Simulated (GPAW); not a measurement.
**Dielectric function and optical constants of BaTiO3**

Aim: the dielectric function of BaTiO3, and the optical constants that follow from it.

Method: DFT, LDA, plane-wave PAW (GPAW data sets), scalar-relativistic, RPA, optical limit, in GPAW 26.7.0.

Most raw output is cut from this account.

## 1. Starting point

It takes space group Pm-3m (No. 221, cubic). The conventional cell has a = 4.006 Å, b = 4.006 Å, c = 4.006 Å, α = 90.00°, β = 90.00°, γ = 90.00°. Nearest to Ba lie 12 O at 2.83 Å. Nearest to Ti lie 6 O at 2.00 Å. Nearest to O lie 2 Ti at 2.00 Å and 4 Ba at 2.83 Å. Farther neighbours and most contacts between anions are not listed.

## 2. Ground state

First the ground state: is it a metal or has it a gap?

This step: DFT, LDA, plane-wave PAW (GPAW data sets), scalar-relativistic, ground state (GPAW 26.7.0).

gs.py reads:

```python
from ase import Atoms
from ase.dft.bandgap import bandgap
from gpaw import GPAW, PW, FermiDirac

atoms = Atoms(['Ba', 'Ti', 'O', 'O', 'O'],
              cell=[[4.006000000000, 0.000000000000, 0.000000000000],
                    [0.000000000000, 4.006000000000, 0.000000000000],
                    [0.000000000000, 0.000000000000, 4.006000000000]],
              scaled_positions=[[0.500000000000, 0.500000000000, 0.500000000000],
                                [0.000000000000, 0.000000000000, 0.000000000000],
                                [0.000000000000, 0.000000000000, 0.500000000000],
                                [0.000000000000, 0.500000000000, 0.000000000000],
                                [0.500000000000, 0.000000000000, 0.000000000000]],
              pbc=[True, True, True])
atoms.calc = GPAW(mode=PW(500), xc='LDA', kpts={'size': (6, 6, 6), 'gamma': True},
                  occupations=FermiDirac(0.05), maxiter=150, txt='gs.txt')
print('energy (eV)', atoms.get_potential_energy())
print('Fermi level (eV)', atoms.calc.get_fermi_level())
print('valence electrons', atoms.calc.get_number_of_electrons())
print('gap (eV)', bandgap(atoms.calc, output=None)[0])
print('direct gap (eV)', bandgap(atoms.calc, direct=True, output=None)[0])
atoms.calc.write('gs.gpw')
```

Run with:

```sh
$ OMP_NUM_THREADS=1 python gs.py
```

The job ended after 16 s (1 thread of Arm Neoverse V2, shared host; peak memory 0.16 GiB).

Numbers from this step:

| Property | Result |
| --- | --- |
| energy | -42.39 eV |
| Fermi energy | 8.129 eV |
| gap on the k-mesh | 1.692 eV |
| direct gap on the mesh | 1.825 eV |
| electrons | 40 |

There is a gap, 1.69 eV on this mesh (points off the mesh can give less), so no carriers' term is needed.

## 3. Bands for the response

At the fixed density, many empty bands are solved on the mesh of the response, since the spectrum sums over them.

This step: DFT, LDA, plane-wave PAW (GPAW data sets), scalar-relativistic, bands at fixed density (GPAW 26.7.0).

nscf.py reads:

```python
from ase.dft.bandgap import bandgap
from gpaw import GPAW, FermiDirac

calc = GPAW('gs.gpw').fixed_density(kpts={'size': (8, 8, 8), 'gamma': True}, nbands=57, convergence={'bands': 51},
                                    occupations=FermiDirac(0.001), txt='nscf.txt')
print('gap (eV)', bandgap(calc, output=None)[0])
print('direct gap (eV)', bandgap(calc, direct=True, output=None)[0])
print('top band over the Fermi level (eV)', min(calc.get_eigenvalues(kpt=k)[50] for k in range(len(calc.get_ibz_k_points()))) - calc.get_fermi_level())
calc.write('full.gpw', mode='all')
```

Run with:

```sh
$ OMP_NUM_THREADS=1 python nscf.py
```

It took 59 s on 1 thread; peak memory 0.23 GiB.

## 4. Dielectric function, RPA

Transitions between filled and empty bands, summed over the zone, give the optical response, so mesh, band count and broadening shape it.

The induced potential is part of this response.

This step: DFT, LDA, plane-wave PAW (GPAW data sets), scalar-relativistic, RPA, optical limit (GPAW 26.7.0).

df.py reads:

```python
from gpaw.response.df import DielectricFunction

df = DielectricFunction('full.gpw', frequencies={'type': 'nonlinear', 'domega0': 0.03, 'omega2': 8},
                        ecut=50,
                        eta=0.15,
                        nbands=51,
                        txt='df.txt')
for direction in ['x']:
    df.get_dielectric_function(xc='RPA', direction=direction, filename=f'df_{direction}.csv')
```

Run with:

```sh
$ OMP_NUM_THREADS=1 python df.py
```

It took 12 s on 1 thread; peak memory 0.36 GiB.

Numbers from this step:

* electronic dielectric constant ε∞, mean over x, y and z (by symmetry where fewer were run): 6.299
* main peak of Im epsilon, first axis: 3.960 eV

Some rows of df_x.csv (energy; Re and Im without local fields; Re and Im with them):

```text
0.000000, 6.535379, -0.000000, 6.298844, -0.000000
0.429336, 6.586006, 0.036427, 6.347103, 0.034705
0.878195, 6.761315, 0.085421, 6.513971, 0.081198
1.347938, 7.147458, 0.182008, 6.880272, 0.172178
1.840057, 7.897367, 0.714259, 7.587885, 0.670638
2.356191, 8.658963, 1.729531, 8.309072, 1.594097
2.898142, 8.636167, 3.503063, 8.354893, 3.223073
3.467895, 6.833974, 4.782267, 6.757133, 4.525754
4.067647, 4.247769, 7.328037, 4.560253, 7.222670
4.699832, 2.005918, 4.041049, 1.966999, 4.254260
5.367152, 2.807753, 2.639928, 2.625941, 2.791320
6.072622, 3.604331, 2.974518, 3.383913, 3.107155
6.819608, 4.090134, 4.222663, 3.855406, 4.381303
7.611886, 2.534788, 3.996936, 2.042584, 4.039484
8.453705, 2.362708, 4.586716, 1.874636, 4.417126
9.349861, 1.068332, 3.992418, 0.618514, 3.664750
10.305790, 0.591645, 4.058569, 0.495617, 3.615016
11.327680, -0.264020, 2.696535, -0.321501, 2.615733
12.422601, 0.075068, 1.430816, -0.189490, 1.376038
13.598673, 1.099916, 0.950373, 0.730322, 0.864010
```

Values under the direct gap are tails of Lorentzian lines. The Im ε, E ∥ x by photon energy; read off at these points:

photon energy (eV), Im ε, E ∥ x and a bar:
```
    0.000       0.00 
    0.250       0.02 
    0.500       0.04 
    0.750       0.07 
    1.000       0.10 
    1.250       0.15 #
    1.500       0.23 #
    1.750       0.50 ##
    2.000       0.89 ####
    2.250       1.33 #####
    2.500       2.24 #########
    2.750       2.80 ###########
    3.000       3.69 ###############
    3.250       5.12 #####################
    3.302       5.23 #####################
    3.500       4.48 ##################
    3.750       6.26 ##########################
    4.000       7.30 ##############################
    4.250       6.93 ############################
    4.500       5.43 ######################
    4.750       4.05 #################
    5.000       3.80 ################
    5.250       3.09 #############
    5.500       2.78 ###########
    5.750       2.83 ############
    6.000       3.18 #############
    6.250       3.11 #############
    6.500       3.35 ##############
    6.750       4.14 #################
    7.000       4.50 ##################
    7.250       4.98 ####################
    7.500       4.38 ##################
    7.750       3.96 ################
    8.000       3.87 ################
    8.250       4.60 ###################
    8.500       4.42 ##################
    8.750       4.54 ###################
    9.000       4.85 ####################
    9.250       3.92 ################
    9.500       3.70 ###############
    9.750       3.94 ################
   10.000       3.75 ###############
   10.250       3.45 ##############
   10.500       3.72 ###############
   10.750       2.79 ###########
   11.000       2.56 ###########
   11.250       2.70 ###########
   11.500       2.28 #########
   11.750       2.26 #########
   12.000       1.77 #######
   12.250       1.51 ######
   12.500       1.32 #####
   12.750       1.11 #####
   13.000       0.96 ####
   13.250       0.89 ####
   13.500       0.82 ###
   13.750       0.91 ####
```

Table of Re ε, E ∥ x by photon energy:

```
photon energy (eV)  Re ε, E ∥ x
               0.0         6.30
               0.5         6.36
               1.0         6.59
               1.5         7.07
               2.0         7.67
               2.5         8.38
               3.0         8.28
               3.5         6.90
               4.0         5.07
               4.5         2.00
               5.0         2.33
               5.5         2.88
               6.0         3.36
               6.5         3.86
               7.0         3.46
               7.5         1.97
               8.0         2.46
               8.5         1.84
               9.0         1.04
               9.5        0.876
              10.0        0.266
              10.5       -0.391
              11.0      -0.0731
              11.5       -0.290
              12.0       -0.433
              12.5       -0.151
              13.0        0.206
              13.5        0.633
```

Values under the direct gap are tails of Lorentzian lines. Im ε, E ∥ x against photon energy; read off at these points:

```csv
photon energy (eV),without local fields,with local fields
0.000,0,0
0.250,0.0207,0.0197
0.500,0.0430,0.0410
0.750,0.0693,0.0659
1.000,0.103,0.0981
1.250,0.154,0.145
1.500,0.248,0.234
1.750,0.530,0.498
2.000,0.949,0.889
2.250,1.44,1.33
2.500,2.43,2.24
2.750,3.03,2.80
3.000,4.00,3.69
3.250,5.49,5.12
3.302,5.56,5.23
3.500,4.75,4.48
3.750,6.70,6.26
3.936,7.56,7.32
4.000,7.47,7.30
4.250,6.83,6.93
4.500,5.17,5.43
4.750,3.85,4.05
5.000,3.58,3.80
5.250,2.91,3.09
5.500,2.63,2.78
5.750,2.71,2.83
6.000,3.04,3.18
6.250,2.98,3.11
6.500,3.25,3.35
6.750,4.00,4.14
7.000,4.32,4.50
7.250,4.77,4.98
7.500,4.28,4.38
7.750,3.91,3.96
8.000,3.90,3.87
8.250,4.75,4.60
8.500,4.60,4.42
8.750,4.75,4.54
9.000,5.13,4.85
9.250,4.20,3.92
9.500,4.11,3.70
9.750,4.41,3.94
10.000,4.14,3.75
10.250,3.87,3.45
10.500,3.97,3.72
10.750,2.98,2.79
11.000,2.77,2.56
11.250,2.82,2.70
11.500,2.36,2.28
11.750,2.27,2.26
12.000,1.82,1.77
12.250,1.56,1.51
12.500,1.38,1.32
12.750,1.17,1.11
13.000,1.05,0.960
13.250,0.975,0.888
13.500,0.906,0.823
13.750,0.984,0.908
```

The reflectivity at normal incidence, E ∥ x has structure finer than the step of the table below, so its rows give means over 0.5 eV, whole bins alone (the curve runs from 0 to 14.0 eV). Peaks (eV: height): 3.94: 30.5, 7.32: 24.0, 9.09: 27.4, 10.52: 29.9, 11.87: 27.1.

The reflectivity at normal incidence, E ∥ x by photon energy; means over each step:

photon energy (eV), reflectivity at normal incidence, E ∥ x (%) and a bar from the least value:
```
      0.5       18.7 ################
      1.0       19.3 #################
      1.5       20.6 ##################
      2.0       22.4 ####################
      2.5       24.5 #######################
      3.0       26.2 #########################
      3.5       26.7 ##########################
      4.0       30.2 ##############################
      4.5       26.1 #########################
      5.0       19.1 ################
      5.5       14.9 ###########
      6.0       16.8 #############
      6.5       18.5 ###############
      7.0       22.3 ####################
      7.5       22.2 ####################
      8.0       20.5 ##################
      8.5       22.9 #####################
      9.0       25.7 ########################
      9.5       23.1 #####################
     10.0       24.6 #######################
     10.5       27.4 ###########################
     11.0       24.1 ######################
     11.5       24.8 #######################
     12.0       25.5 ########################
     12.5       20.5 ##################
     13.0       12.6 ########
     13.5        6.0
```

The loss function −Im 1/ε at q → 0, E ∥ x has structure finer than the step of the table below, so its rows give means over 0.5 eV, whole bins alone (the curve runs from 0 to 14.0 eV). Peaks (eV: height): 13.08: 1.00.

Values under the direct gap are tails of Lorentzian lines. Loss function −Im 1/ε at q → 0, E ∥ x against energy loss; means over each step:

| energy loss (eV) | loss function −Im 1/ε at q → 0, E ∥ x |
| --- | --- |
| 0.5 | 0.00102 |
| 1.0 | 0.00230 |
| 1.5 | 0.00509 |
| 2.0 | 0.0144 |
| 2.5 | 0.0291 |
| 3.0 | 0.0453 |
| 3.5 | 0.0655 |
| 4.0 | 0.0920 |
| 4.5 | 0.161 |
| 5.0 | 0.195 |
| 5.5 | 0.173 |
| 6.0 | 0.143 |
| 6.5 | 0.128 |
| 7.0 | 0.138 |
| 7.5 | 0.183 |
| 8.0 | 0.183 |
| 8.5 | 0.190 |
| 9.0 | 0.208 |
| 9.5 | 0.255 |
| 10.0 | 0.268 |
| 10.5 | 0.286 |
| 11.0 | 0.379 |
| 11.5 | 0.411 |
| 12.0 | 0.529 |
| 12.5 | 0.756 |
| 13.0 | 0.971 |
| 13.5 | 0.768 |

Optical constants at common wavelengths, from n + ik = √ε:

```csv
wavelength (nm),n,k,R (%),1/α
1550,2.54,0.014,19.0,8.8 µm
1064,2.59,0.024,19.6,3.5 µm
800,2.67,0.049,20.8,1.3 µm
532,2.88,0.263,23.9,161 nm
450,2.90,0.484,24.9,74 nm
308,2.61,1.394,30.3,18 nm
248,1.84,1.031,19.4,19 nm
```

Below the direct gap, k and the depth come from the tails of the Lorentzian lines, not from transitions.

Rows near the edge hang on the gap, which this functional as a rule makes too small, and phonon-assisted absorption is left out.

## 5. What came out

```json
{
  "electronic dielectric constant ε∞, mean over x, y and z (by symmetry where fewer were run) (RPA)": "6.30",
  "main peak of Im epsilon, first axis": "3.96 eV"
}
```

What this shows: At this level (LDA, RPA) BaTiO3 has ε∞ = 6.30 and n = 2.54 at 1550 nm, and Im ε peaks at 4.0 eV. On the mesh the gap is 1.69 eV and the least direct gap 1.83 eV, so on this mesh the band edges lie at different points. Local fields change the static value along x from 6.54 to 6.30 (-4 %). Distinct maxima of Im ε, read by a parabola through the highest points, lie at 3.29 eV (5.2), 3.96 eV (7.3), 7.26 eV (5.0) and 9.00 eV (4.9). Excitons and phonon-assisted transitions are missing; LDA gaps are as a rule too small, which pulls the onset down and ε∞ up. Spin-orbit coupling is left out although heavy atoms are present. The sum runs over mesh points, so small or evenly spaced maxima can still be ripples of the mesh. In this version of GPAW the matrix elements of the optical limit are incomplete, which can lower ε − 1 by up to a tenth where first-row anions or d states rule, and shift it by more in d metals.

[Machine, clock and banner lines and Python warnings are left out of the logs.]

[Logs are printed without paths, hosts, clocks, repeated set-up lines and the standing remarks that a program may print on its own settings, such as how far it seeks lower states.]

[Hosts, paths, dates, database ids (printed as entryN), source tags and the programs' standing remarks are cut or masked in the printed files.]
